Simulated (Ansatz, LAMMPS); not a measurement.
# Elastic response of Ga2O3 with crystalline order left by the classical run (100 atoms), part 3 of 3

Aim: relax Ga2O3 with crystalline order left by the classical run (100 atoms), then change its volume and shape to read moduli from the stress.

Ansatz 0.2.0; Kohn-Sham DFT, PBE, PAW (set soft_2), plane waves.

The cell: 40 Ga and 60 O. The quench rate of 200 K/ps is many orders above laboratory rates. The network of bonds at the start is that of the classical potential that made the cell. Sampling is at Γ alone.

So far. Step 9 (Volume -10 %): The relaxation converged after 10 steps, 3.93 eV below its start, with a largest force component of 0.029 eV/Å. Step 9 (Volume -10 %): Volume -10 %: the energy stands 3.41 eV above that of the reference, at a pressure of 11.2 GPa.

## (10) Stretched by 1 % along x

The relaxed cell is strained along x alone, which gives the stiffness along x and its coupling to y and z.

Contents of input.yaml:

```yaml
crystal:
  lattice:
    - [10.80412, 0.22314, 0.2259]
    - [0.22537, 10.26856, -0.37119]
    - [0.22816, -0.37119, 10.39076]
  atoms:
    [... the 100 atom lines of step 4 ...]
kpoints:
  mp_grid: { grid: [1, 1, 1] }
hamiltonian:
  xc: pbe
scf:
  occupations: { method: fixed }
output:
  forces: true
  eigenvalues: true
  stress: true
relax:
  f_tol: 0.05
  max_steps: 70
```

Command:

```bash
$ ansatz run input.yaml --threads 4 --pin off --max-ram 8192MiB --backend cpu --events-out ev --progress --plain --runs-dir out
```

Numbers of over 12 decimals in the logs are rounded to 6 here.

Log:

```text
[...]
Crystal: 100 atoms, lattice volume = 1150.201 Å³
Basis set: ecut = 420 eV, 22503 PW (Γ), exchange–correlation on 150×144×144 points (8 copies of the dense FFT grid, shifted against one another)
Bands: 540, of which v1, the nominal top of the filled ones, is band 440 counted from 1 (439 counted from 0)
Symmetry: 1 space group operations
[...]
k-points: 1
[...]
SCF iter   1: F=—  HF=-185389.367350 eV  |F-HF|=—  |Δ(HF+E_count)|=         —  Δρ=2.45e-3  dr2=8.84e-2  ethr=1.77e-3  ⟨swp⟩=5.0  Hψ=1597  notcnv=0  defer=98
[...]
SCF iter   6: F=-185389.366605 eV  HF=-185389.366601 eV  |F-HF|=3.86e-6  |Δ(HF+E_count)|=   2.23e-5  Δρ=2.87e-5  dr2=9.46e-6  ethr=7.10e-9  ⟨swp⟩=9.0  Hψ=2729  notcnv=0
SCF 1 converged in 6 iterations: F = -185389.366605 eV  dr2 = 9.46e-6
[...]
relax step   1: F+E_penalty+E_count = -185389.36660465 eV  Δ(F+E_penalty+E_count) = +0.000e0 eV  max|allowed force component| = 2.025e-1 eV/Å  Δτ_max = 0.0000 Å  (6 SCF iters, dr2 threshold 6.25e-5 eV, accepted)
[...]
relax step   2: F+E_penalty+E_count = -185389.38835910 eV  Δ(F+E_penalty+E_count) = -2.175e-2 eV  max|allowed force component| = 1.201e-1 eV/Å  Δτ_max = 0.0193 Å  (6 SCF iters, dr2 threshold 2.56e-6 eV, accepted)
[...]
relax step   3: F+E_penalty+E_count = -185389.40029074 eV  Δ(F+E_penalty+E_count) = -1.193e-2 eV  max|allowed force component| = 4.835e-2 eV/Å  Δτ_max = 0.0144 Å  (8 SCF iters, accepted)
SCF converged after 8 iterations
Free energy (F): -185389.400291 eV
[...]
Internal energy: -185389.400291 eV  (E = F + TS)
E sigma→0 (E₀):  -185389.400291 eV
Fermi energy:    7.396570 eV
[...]
--- Forces (eV/Å), atoms counted from 1 ---
  atom   1  Ga     0.01210933    -0.01455310     0.01373316
  atom   2  Ga     0.00120777    -0.00444402    -0.01198667
  atom   3  Ga    -0.00153654    -0.00161359     0.00986389
  atom   4  Ga     0.01975863    -0.01750315    -0.00191869
  atom   5  Ga     0.00417617     0.02166342    -0.00879401
  atom   6  Ga     0.01140665     0.01493244    -0.00006802
  atom   7  Ga     0.00738035     0.00171255     0.00152003
  atom   8  Ga     0.00131064     0.01043360     0.00098125
  atom   9  Ga     0.02494712     0.00441377     0.00181483
  atom  10  Ga     0.01360422    -0.02740714    -0.01983601
  atom  11  Ga    -0.02702690     0.01673018    -0.02116449
  atom  12  Ga     0.01248208    -0.00379125    -0.02019353
  atom  13  Ga     0.02194629    -0.01530146    -0.00205621
  atom  14  Ga     0.00542864     0.00911251    -0.01391058
[...]
atom  99  O      0.00453727    -0.00307818     0.01261775
  atom 100  O     -0.01155733    -0.00563305    -0.01644292
  max |Σ_I F_I| component: 5.19e-5 eV/Å
--- Stress (GPa, compression-positive) ---
       -1.941824      -0.071941       0.023301
       -0.071941      -0.844542      -0.023139
        0.023301      -0.023139      -0.695609
  P = ⅓ Tr σ = -1.1607 GPa (-11.607 kbar)
--- Band table (eV) ---
[...]
--- Relaxed structure (3 steps of the walk, 3 accepted, 0 SCFs on fresh bases) ---
  F+E_penalty+E_count = -185389.40029074 eV   max|allowed force component| = 4.835e-2 eV/Å
  atoms:
    - { symbol: Ga, position: [0.914956, 0.762140, 0.860329] }
    - { symbol: Ga, position: [0.487624, 0.513764, 0.478044] }
    - { symbol: Ga, position: [0.637146, 0.071290, 0.521406] }
    - { symbol: Ga, position: [0.204797, 0.675365, 0.990509] }
[...]
- { symbol: O, position: [0.998140, 0.244846, 0.286753] }
```

Run time: 1.8 min. Hardware: 4 threads of AMD EPYC 7R43, shared host; peak memory 1.9 GiB.

The relaxation converged after 3 steps, 0.0337 eV below its start, with a largest force component of 0.048 eV/Å.

Stretched by 1 % along x: the energy stands 0.0667 eV above that of the reference, at a pressure of -1.16 GPa.

## (11) Compressed by 1 % along x

The relaxed cell is strained along x alone, which gives the stiffness along x and its coupling to y and z.

input.yaml, the sections that differ from step 10:

```yaml
crystal:
  lattice:
    - [10.59018, 0.22314, 0.2259]
    - [0.22091, 10.26856, -0.37119]
    - [0.22364, -0.37119, 10.39076]
  atoms:
    [... the 100 atom lines of step 4 ...]
# kpoints, hamiltonian, scf, output, relax: as in step 10
```

Log:

```text
[...]
Crystal: 100 atoms, lattice volume = 1127.425 Å³
Basis set: ecut = 420 eV, 22069 PW (Γ), exchange–correlation on 144×144×144 points (8 copies of the dense FFT grid, shifted against one another)
Bands: 540, of which v1, the nominal top of the filled ones, is band 440 counted from 1 (439 counted from 0)
Symmetry: 1 space group operations
[...]
k-points: 1
[...]
SCF iter   1: F=—  HF=-185389.369976 eV  |F-HF|=—  |Δ(HF+E_count)|=         —  Δρ=2.47e-3  dr2=8.84e-2  ethr=1.77e-3  ⟨swp⟩=5.0  Hψ=1599  notcnv=0  defer=98
[...]
SCF iter   6: F=-185389.368678 eV  HF=-185389.368674 eV  |F-HF|=3.67e-6  |Δ(HF+E_count)|=   1.86e-5  Δρ=2.81e-5  dr2=8.74e-6  ethr=7.10e-9  ⟨swp⟩=9.0  Hψ=2739  notcnv=0
SCF 1 converged in 6 iterations: F = -185389.368678 eV  dr2 = 8.74e-6
[...]
relax step   1: F+E_penalty+E_count = -185389.36867781 eV  Δ(F+E_penalty+E_count) = +0.000e0 eV  max|allowed force component| = 2.105e-1 eV/Å  Δτ_max = 0.0000 Å  (6 SCF iters, dr2 threshold 6.25e-5 eV, accepted)
[...]
relax step   2: F+E_penalty+E_count = -185389.39336069 eV  Δ(F+E_penalty+E_count) = -2.468e-2 eV  max|allowed force component| = 1.368e-1 eV/Å  Δτ_max = 0.0185 Å  (6 SCF iters, dr2 threshold 2.77e-6 eV, accepted)
[...]
relax step   3: F+E_penalty+E_count = -185389.40637334 eV  Δ(F+E_penalty+E_count) = -1.301e-2 eV  max|allowed force component| = 4.649e-2 eV/Å  Δτ_max = 0.0150 Å  (8 SCF iters, accepted)
SCF converged after 8 iterations
Free energy (F): -185389.406373 eV
[...]
Internal energy: -185389.406373 eV  (E = F + TS)
E sigma→0 (E₀):  -185389.406373 eV
Fermi energy:    7.640032 eV
[...]
--- Forces (eV/Å), atoms counted from 1 ---
  atom   1  Ga    -0.00528746     0.01611991    -0.01416091
  atom   2  Ga     0.00360544     0.00360578     0.01049565
  atom   3  Ga     0.00140643    -0.00028629    -0.00595594
  atom   4  Ga    -0.01827168     0.02229232     0.00703022
  atom   5  Ga    -0.00505902    -0.02025028     0.00732470
  atom   6  Ga    -0.01098560    -0.01535566    -0.00250881
  atom   7  Ga    -0.00607597    -0.00327877    -0.00065981
  atom   8  Ga    -0.00379370    -0.01404561    -0.00113019
  atom   9  Ga    -0.02945093    -0.00204602    -0.00438482
  atom  10  Ga    -0.00838246     0.02445729     0.01809587
  atom  11  Ga     0.02687943    -0.01170063     0.02310246
  atom  12  Ga    -0.00804938     0.00182359     0.01846256
  atom  13  Ga    -0.01398881     0.01730669     0.00009202
  atom  14  Ga    -0.00464423    -0.00499615     0.01371751
[...]
atom  99  O     -0.00522883     0.00283015    -0.00938171
  atom 100  O      0.01292559     0.00443420     0.01330293
  max |Σ_I F_I| component: 2.96e-5 eV/Å
--- Stress (GPa, compression-positive) ---
        1.955567       0.087985       0.006023
        0.087985       0.860730       0.014233
        0.006022       0.014233       0.705066
  P = ⅓ Tr σ = 1.1738 GPa (11.738 kbar)
--- Band table (eV) ---
[...]
--- Relaxed structure (3 steps of the walk, 3 accepted, 0 SCFs on fresh bases) ---
  F+E_penalty+E_count = -185389.40637334 eV   max|allowed force component| = 4.649e-2 eV/Å
  atoms:
    - { symbol: Ga, position: [0.914326, 0.762498, 0.860721] }
    - { symbol: Ga, position: [0.484049, 0.515353, 0.479405] }
    - { symbol: Ga, position: [0.636631, 0.072461, 0.521139] }
    - { symbol: Ga, position: [0.205672, 0.674974, 0.990327] }
[...]
- { symbol: O, position: [0.998977, 0.244411, 0.285085] }
```

Run time: 1.7 min. Hardware: 4 threads; peak memory 1.8 GiB.

The relaxation converged after 3 steps, 0.0377 eV below its start, with a largest force component of 0.046 eV/Å.

Compressed by 1 % along x: the energy stands 0.0606 eV above that of the reference, at a pressure of 1.17 GPa.

## (12) Sheared by 2 % in xy

A shear of the relaxed cell gives the modulus that volume changes can't reach.

input.yaml, the sections that differ from step 11:

```yaml
crystal:
  lattice:
    - [10.69938, 0.33011, 0.2259]
    - [0.32583, 10.27079, -0.37119]
    - [0.22219, -0.36893, 10.39076]
  atoms:
    [... the 100 atom lines of step 4 ...]
# kpoints, hamiltonian, scf, output, relax: as in step 11
```

Log:

```text
[...]
Crystal: 100 atoms, lattice volume = 1138.699 Å³
Basis set: ecut = 420 eV, 22285 PW (Γ), exchange–correlation on 144×144×144 points (8 copies of the dense FFT grid, shifted against one another)
Bands: 540, of which v1, the nominal top of the filled ones, is band 440 counted from 1 (439 counted from 0)
Symmetry: 1 space group operations
[...]
k-points: 1
[...]
SCF iter   1: F=—  HF=-185389.331369 eV  |F-HF|=—  |Δ(HF+E_count)|=         —  Δρ=2.44e-3  dr2=8.71e-2  ethr=1.77e-3  ⟨swp⟩=5.0  Hψ=1598  notcnv=0  defer=98
[...]
SCF iter   6: F=-185389.331306 eV  HF=-185389.331302 eV  |F-HF|=3.52e-6  |Δ(HF+E_count)|=   2.00e-5  Δρ=2.81e-5  dr2=8.91e-6  ethr=7.10e-9  ⟨swp⟩=10.0  Hψ=2735  notcnv=0
SCF 1 converged in 6 iterations: F = -185389.331306 eV  dr2 = 8.91e-6
[...]
relax step   1: F+E_penalty+E_count = -185389.33130571 eV  Δ(F+E_penalty+E_count) = +0.000e0 eV  max|allowed force component| = 2.909e-1 eV/Å  Δτ_max = 0.0000 Å  (6 SCF iters, dr2 threshold 6.25e-5 eV, accepted)
[...]
relax step   2: F+E_penalty+E_count = -185389.37140008 eV  Δ(F+E_penalty+E_count) = -4.009e-2 eV  max|allowed force component| = 1.664e-1 eV/Å  Δτ_max = 0.0163 Å  (6 SCF iters, dr2 threshold 5.29e-6 eV, accepted)
[...]
relax step   3: F+E_penalty+E_count = -185389.39098037 eV  Δ(F+E_penalty+E_count) = -1.958e-2 eV  max|allowed force component| = 4.907e-2 eV/Å  Δτ_max = 0.0139 Å  (8 SCF iters, accepted)
SCF converged after 8 iterations
Free energy (F): -185389.390980 eV
[...]
Internal energy: -185389.390980 eV  (E = F + TS)
E sigma→0 (E₀):  -185389.390980 eV
Fermi energy:    7.506600 eV
[...]
--- Forces (eV/Å), atoms counted from 1 ---
  atom   1  Ga    -0.01886011     0.01394104    -0.02852424
  atom   2  Ga     0.01594812    -0.01718506    -0.00059327
  atom   3  Ga     0.00522484    -0.02920793    -0.02316084
  atom   4  Ga    -0.01724644     0.03136629    -0.02487023
  atom   5  Ga    -0.02399260    -0.01686299    -0.00940776
  atom   6  Ga    -0.01019406     0.00489755    -0.04579773
  atom   7  Ga     0.00552021    -0.00195696    -0.04226076
  atom   8  Ga     0.01789828    -0.01189906     0.02181214
  atom   9  Ga    -0.04357177    -0.00316239     0.04906975
  atom  10  Ga     0.00428083    -0.01443820     0.01185780
  atom  11  Ga     0.03098461     0.01253785     0.01054340
  atom  12  Ga    -0.00909197     0.04042304     0.01164652
  atom  13  Ga     0.00396733     0.00668631    -0.01458752
  atom  14  Ga     0.00766785    -0.01170523     0.00523866
[...]
atom  99  O      0.01750367     0.00365915     0.02259221
  atom 100  O      0.00668957    -0.01047493     0.02832125
  max |Σ_I F_I| component: 3.68e-5 eV/Å
--- Stress (GPa, compression-positive) ---
       -0.191463      -1.193452       0.082046
       -1.193452      -0.304037      -0.036917
        0.082046      -0.036917      -0.052160
  P = ⅓ Tr σ = -0.1826 GPa (-1.826 kbar)
--- Band table (eV) ---
[...]
--- Relaxed structure (3 steps of the walk, 3 accepted, 0 SCFs on fresh bases) ---
  F+E_penalty+E_count = -185389.39098037 eV   max|allowed force component| = 4.907e-2 eV/Å
  atoms:
    - { symbol: Ga, position: [0.915229, 0.761797, 0.859578] }
    - { symbol: Ga, position: [0.485011, 0.514781, 0.479127] }
    - { symbol: Ga, position: [0.635865, 0.071482, 0.520975] }
    - { symbol: Ga, position: [0.205743, 0.675359, 0.990360] }
[...]
- { symbol: O, position: [0.999122, 0.244296, 0.285574] }
```

Run time: 95 s. Hardware: 4 threads; peak memory 1.9 GiB.

The relaxation converged after 3 steps, 0.0597 eV below its start, with a largest force component of 0.049 eV/Å.

Sheared by 2 % in xy: the energy stands 0.0760 eV above that of the reference, at a pressure of -0.183 GPa.

## (13) Pressure against volume

Atoms are relaxed at each volume, in the scaled cell.

| volume change (%) | volume (Å³/atom) | energy change (meV/atom) | pressure (GPa) | largest move on relaxing (Å) | bonds | gap (eV) |
| --- | --- | --- | --- | --- | --- | --- |
| -10 | 10.249 | 34.09 | 11.18 | 0.81 | 209 | 1.85 |
| -6 | 10.705 | 11.28 | 5.28 | 0.64 | 208 | 1.64 |
| -3 | 11.046 | 3.27 | 2.85 | 0.21 | 199 | 1.50 |
| +0 | 11.388 | 0.00 | -0.02 | - | 196 | 1.31 |
| +3 | 11.730 | 3.14 | -2.95 | 0.14 | 195 | 1.11 |
| +6 | 12.071 | 12.22 | -5.42 | 0.27 | 194 | 0.942 |

## (14) Uniaxial strain and shear

Stress (GPa, compression positive) less that of the relaxed cell, atoms relaxed:

| strain | xx | yy | zz | xy | energy change (meV/atom) |
| --- | --- | --- | --- | --- | --- |
| stretched by 1 % along x | -1.917 | -0.833 | -0.682 | -0.079 | 0.67 |
| compressed by 1 % along x | 1.981 | 0.872 | 0.719 | 0.081 | 0.61 |
| sheared by 2 % in xy | -0.167 | -0.293 | -0.038 | -1.200 | 0.76 |

## (15) What came out

The bulk modulus, from the slope of pressure against ln V over the three points nearest the relaxed volume, is 96.6 GPa; between neighbouring points the slope runs 136, 77, 94, 99 and 86 GPa from the smallest volume up, without a steady fall, so no pressure derivative is given. The count of bonds runs from 194 to 209 over the series, so at some points contacts cross the cutoffs. At -10 % and -6 % some atom moved by over 0.5 Å on relaxing, so those points may sit in another local minimum. The gap goes from 1.85 eV at the smallest volume to 0.942 eV at the largest, -5.6 eV per unit of ln V by a straight line, on the run's k-points. In the Cartesian axes of the cell, finite differences give C11 = 195, C12 = 85.3, C13 = 70.0 and C66 = 60.0 GPa (the shear of 2 % is the engineering strain, εxy = 0.01). The mean of C11, C12 and C13, which equals the bulk modulus in a cubic or isotropic solid, is 117 GPa: it lies 21 % over the bulk modulus from the volumes. For an isotropic solid C66 would equal (C11 − C12)/2 = 54.8 GPa; so small a sample needn't be isotropic, and C66 rests on one shear. With the bulk modulus and C66 as K and G, Young's modulus would be about 149 GPa and Poisson's ratio 0.24.

Caveats: Strains are finite and relaxations stop at the force tolerance of the input, which can leave moduli too stiff; they are those of a static cell at zero temperature. Volumes are changed with the cell's shape held, so in an anisotropic solid the modulus lies over the one under free hydrostatic load. The program notes that the SCF threshold of the relaxations is loose for the stress.

The DFT runs together took 40 min of wall time.

[Logs are printed without paths, hosts, clocks, repeated set-up lines and the standing remarks that a program may print on its own settings, such as how far it seeks lower states.]

[Hosts, paths, dates, database ids (printed as entryN), source tags and the programs' standing remarks are cut or masked in the printed files.]
